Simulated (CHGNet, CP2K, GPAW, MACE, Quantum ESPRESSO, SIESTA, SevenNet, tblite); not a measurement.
**tblite runs on (14,0) carbon nanotube bundle (112 atoms)**

Aim: run (14,0) carbon nanotube bundle (112 atoms) in tblite and see how near its forces come to a plane-wave reference, and at what cost.

Main program and level: tblite 0.8.0; the method is named at each step.

### 1. Starting point

The cell holds 112 atoms: 112 C. Cell: a = 14.263 Å, b = 14.263 Å, c = 8.371 Å, α = 90.0°, β = 90.0°, γ = 120.0°. It derives from C (graphene). Graphene sheet (a = 2.46 Å) rolled into a (14,0) tube of diameter 10.96 Å, 2 periods, hexagonal bundle with 3.3 Å between walls; minimised with a classical potential (one cell length free). Then every atom was moved at random, 0.03 Å r.m.s. a Cartesian component. The structure's axis is c.

The yardstick, on the same geometry:

- method: Kohn-Sham DFT, PBE, SSSP efficiency 1.3.0 pseudopotentials, plane waves (Quantum ESPRESSO 7.5); sssp-pbe-1.3.0-efficiency, cutoffs 45/360 Ry, Γ point
- r.m.s. force component: 2.017 eV/Å
- longest force: 6.94 eV/Å
- pressure: 12.2 GPa
- time: 3.3 min on 4 MPI ranks of Arm Neoverse V1, shared host
- CPU time: 13 min

### 2. GFN1-xTB

Method: GFN1-xTB tight binding, diagonalisation.

run.py

```python
import numpy as np
from ase.io import read
from tblite.ase import TBLite

atoms = read("structure.xyz")
atoms.calc = TBLite(method="GFN1-xTB", electronic_temperature=580, accuracy=1.0, max_iterations=250, mixer_damping=0.1, verbosity=1)
energy = atoms.get_potential_energy()
forces = atoms.get_forces()
print(f"energy {energy:.6f} eV")
print("forces (eV/A)")
for i, (a, f) in enumerate(zip(atoms, forces)):
    print(f"{i:4d} {a.symbol:2s} {f[0]:10.5f} {f[1]:10.5f} {f[2]:10.5f}")
stress = -atoms.get_stress(voigt=False) * 160.21766
print("stress (GPa, compression positive)")
for row in stress:
    print(" ".join(f"{x:10.4f}" for x in row))
print("charges (e)")
print(np.array2string(atoms.get_charges(), precision=4, suppress_small=True, max_line_width=110, threshold=100000))
```

structure.xyz

```xyz
112
Lattice="14.26259 0.00000 0.00000 -7.13130 12.35177 0.00000 0.00000 0.00000 8.37084" Properties=species:S:1:pos:R:3 pbc="T T T"
C -1.76336 12.34572 1.45376
C 5.26774 1.21517 0.74266
C 4.89086 2.32275 1.47863
C 4.21873 3.34362 0.80745
C 5.30333 1.22591 3.57267
C 4.86397 2.38290 2.90259
C 3.41304 4.24481 1.47988
C 2.37187 4.88611 0.75605
C 4.29439 3.35585 3.57502
C 3.43315 4.28433 2.85831
C 1.18073 5.26321 1.50022
C -0.05399 5.46875 0.72265
C 2.33657 4.97122 3.56782
C 1.21089 5.26951 2.83478
C -1.20697 5.31534 1.49294
C -2.31696 4.93231 0.77380
C -0.02354 5.48172 3.55903
C -1.18280 5.31101 2.81202
C 10.87964 4.28359 1.46825
C 9.99993 3.39031 0.77698
C -2.35205 4.87623 3.52119
C 10.84406 4.25531 2.85195
C 9.35868 2.39501 1.41065
C 8.97809 1.27458 0.76861
C 10.02653 3.43120 3.58197
C 9.32788 2.31447 2.87789
C 1.66537 12.32744 1.47653
C 1.81662 11.18527 0.81222
C 8.99763 1.24790 3.54564
C 1.69147 12.33065 2.86751
C 2.21298 9.96590 1.55555
C 2.87213 8.91934 0.82369
C 1.85420 11.09819 3.62792
C 2.23794 9.99036 2.85873
C 3.69586 8.06941 1.41651
C 4.74587 7.44713 0.77522
C 2.89231 8.95059 3.57175
C 3.76375 8.09214 2.90016
C 5.91997 7.09165 1.42857
C 7.11339 6.86524 0.74902
C 4.76370 7.40563 3.55769
C 5.93473 7.08930 2.89238
C 8.34996 7.03446 1.52040
C 9.47906 7.42737 0.81691
C 7.12694 6.89859 3.54371
C 8.35081 7.02408 2.86592
C -3.80590 8.12141 1.48373
C -2.89674 8.95775 0.75622
C 9.46807 7.40538 3.58238
C -3.81082 8.13735 2.88752
C -2.27660 9.97010 1.38044
C -1.84088 11.14550 0.77338
C -2.82692 8.96603 3.59352
C -2.20265 9.98258 2.90142
C -1.85942 11.13364 3.53551
C -1.71002 12.35016 2.90535
[... 52 atom lines left out ...]
C -2.87042 8.93688 7.70544
C -2.23895 9.92835 7.01719
C -1.81421 11.14476 7.71264
C 5.39461 0.00383 7.02305
```

The run is started by

```bash
> OMP_NUM_THREADS=1 python run.py > output.txt
```

Log:

```text
------------------------------------------------------------
  cycle        total energy    energy error   density error
------------------------------------------------------------
      1     -237.3633850106  -2.4220941E+02   9.3166805E-01
      2     -237.3648934418  -1.5084312E-03   8.3834737E-01
      3     -237.3604897581   4.4036837E-03   1.5096842E-02
      4     -237.3648690410  -4.3792828E-03   8.4435832E-03
      5     -237.3661919856  -1.3229446E-03   1.8397148E-03
      6     -237.3663093419  -1.1735632E-04   5.2015777E-04
      7     -237.3663167904  -7.4485380E-06   1.9543015E-04
      8     -237.3663179411  -1.1506368E-06   5.8342922E-05
      9     -237.3663180790  -1.3792257E-07   2.0985184E-05
     10     -237.3663180891  -1.0131401E-08   1.1756606E-05
------------------------------------------------------------
 total:                                   2.340 sec
energy -6459.066511 eV
forces (eV/A)
   0 C     0.71217    0.64175    1.38537
   1 C     0.56771   -1.64246    2.02252
   2 C    -0.72856    1.92514    0.28275
   3 C     0.69703    0.19305   -2.24935
   4 C     0.01901   -0.42539   -0.08456
   5 C     2.53704   -3.76392   -2.75659
   6 C    -0.37442    0.35010   -0.33346
   7 C    -1.28687    0.62773    3.41656
   8 C    -3.07605    4.88463   -0.13551
   9 C    -0.83543    0.36350    1.98383
  10 C     0.15536    0.32134   -5.09709
  11 C     3.29886   -0.18518    3.38280
  12 C     3.69472   -1.90812   -0.25507
  13 C    -1.91305    1.16296    3.44772
  14 C     0.13499    0.60224   -4.36431
  15 C    -2.70089   -1.12671   -0.19256
  16 C     1.85386   -0.37002   -0.54333
  17 C    -1.98134   -0.25078    5.11567
  18 C    -0.14573   -0.10388   -1.64168
  19 C     1.51813    2.57681   -0.38527
  20 C     0.35010    0.52362    2.19926
  21 C     1.91680    1.51898    0.39000
  22 C    -0.91295   -0.89977    4.36078
  23 C    -1.10782   -3.69821   -1.20284
[...]
104 C     0.32735   -0.42504    0.65001
 105 C    -2.12222   -2.21460    2.13535
 106 C     1.17787   -0.22782    0.04914
 107 C    -1.35351   -2.42455   -0.41441
 108 C    -0.04243   -0.43304    1.43489
 109 C     1.79205    3.86666    0.93664
 110 C    -0.52247   -1.44835    0.28930
 111 C     0.57240    0.02745    1.13739
stress (GPa, compression positive)
    6.7855     0.0690     0.1289
    0.0690     7.0372     0.3315
    0.1289     0.3315    18.6191
charges (e)
[-0.0046  0.0082 -0.0008 -0.0077 -0.0029  0.0076  0.0032 -0.0004  0.0109 -0.0139 -0.0079 -0.0038 -0.0029
  0.0108  0.0139 -0.0034 -0.0073  0.0083 -0.0057  0.0034 -0.0176  0.0083  0.0074 -0.0044 -0.0004 -0.0084
  0.0034 -0.0025  0.0111 -0.0142 -0.0031  0.0028  0.0041  0.0078  0.0041 -0.0014 -0.0013 -0.0061 -0.0025
 -0.0074  0.0036  0.0009  0.0023  0.0002 -0.0061  0.0105  0.0028  0.0002 -0.0048 -0.0064  0.0003  0.0022
 -0.005  -0.0054  0.0117 -0.006   0.0066  0.0045 -0.0006 -0.0038 -0.0034 -0.0049  0.0052 -0.0073  0.0067
  0.0069  0.0006 -0.0008 -0.0041  0.0003  0.0108 -0.0017  0.002  -0.0066  0.007  -0.0034  0.0006 -0.0044
  0.003  -0.0036  0.0002  0.0048 -0.0079  0.0026 -0.0057 -0.0006  0.0014  0.0055  0.0107 -0.0026 -0.0026
  0.0039 -0.0062 -0.0012 -0.0042  0.008  -0.0007  0.0032 -0.0188  0.009   0.0112 -0.0018  0.0115 -0.0005
 -0.0082  0.0035 -0.0011 -0.0066  0.0051  0.0007 -0.011   0.0033]
```

Run time: 3 s. Hardware: 1 thread of Arm Neoverse V1, shared host; peak memory 0.12 GiB.

Banners, paths, timers and routine set-up lines are dropped from the logs unmarked, and long logs keep their key lines alone; longer cuts are marked.

Against the reference:

| Quantity | Value |
| --- | --- |
| r.m.s. force component | 1.977 eV/Å |
| r.m.s. difference of force components | 138.5 meV/Å |
| longest difference of force vectors | 564.6 meV/Å |
| force difference over r.m.s. force | 6.868 % |
| slope of forces against the reference's | 0.9779 |
| correlation of force components | 0.9978 |
| pressure | 10.81 GPa |
| pressure difference | -1.381 GPa |

The surroundings of C65, which bears the longest force, nearest first, numbered as they follow in the input and with coordinates relative to it.

| atom | x | y | z | distance (Å) | bonds | Mulliken charge (e) | Fx | Fy | Fz (eV/Å) |
| --- | --- | --- | --- | --- | --- | --- | --- | --- | --- |
| C65 | 0.00 | 0.00 | 0.00 | 0.00 | 3 | 0.01 | 3.23 | -3.20 | 5.21 |
| C66 | -0.77 | 0.84 | -0.61 | 1.30 | 3 | 0.01 | -3.77 | 3.75 | -1.51 |
| C62 | 0.69 | -1.00 | -0.66 | 1.39 | 3 | 0.00 | 0.86 | -1.88 | 1.63 |
| C4 | 0.00 | -0.06 | 1.49 | 1.49 | 3 | -0.01 | 0.70 | 0.19 | -2.25 |
| C63 | -0.79 | 0.86 | -2.00 | 2.31 | 3 | 0.01 | 0.53 | 0.21 | -2.27 |
| C69 | -1.84 | 1.51 | 0.10 | 2.39 | 3 | 0.00 | -0.03 | 0.12 | -3.79 |
| C59 | 0.72 | -1.04 | -2.03 | 2.39 | 3 | 0.00 | -0.55 | 1.44 | -0.81 |
| C7 | -0.80 | 0.84 | 2.16 | 2.45 | 3 | 0.00 | -0.37 | 0.35 | -0.33 |
| C61 | 1.07 | -2.21 | 0.06 | 2.46 | 3 | 0.00 | -0.34 | 1.56 | -2.58 |
| C3 | 0.68 | -1.09 | 2.16 | 2.51 | 3 | 0.00 | -0.73 | 1.93 | 0.28 |

Atoms are counted from 1 here, from 0 in the log.

Forces lie 6.9 % from the reference's, at 0.0039 times its CPU time (on 1 against 4 cores).

### 3. Summary of results

```json
{"force difference from the reference": "tblite GFN1-xTB, 6.9 %", "its CPU time": "3 s"}
```

In words: Tight binding differs by 6.9 % (tblite GFN1-xTB); it is another model, with fitted parameters of its own, and the xTB methods hold dispersion. One electronic-structure run takes under half the reference's CPU time: tblite GFN1-xTB, at 6.9 % in 3 s against 13 min. Periodic xTB results under one method name differ between programs and library versions. The reference's pressure holds the uncorrected Pulay stress of its 45 Ry basis, so small pressure differences, and their order, may be the reference's own error. The reference's stress is far from hydrostatic: its diagonal is 7.7, 7.8, 21.1 GPa, compression counted positive. The reference's pressure of 12 GPa belongs to a cell and atoms that aren't relaxed at this level. The electronic-structure runs sample only Γ, in a cell whose shortest periodic width is 8 Å.

[Also dropped from logs without a mark: logging warnings of Python, and SIESTA's first energy breakdown and zero terms.]

[Logs are printed without paths, hosts, clocks, repeated set-up lines and the standing remarks that a program may print on its own settings, such as how far it seeks lower states.]

[Hosts, paths, dates, database ids (printed as entryN), source tags and the programs' standing remarks are cut or masked in the printed files.]
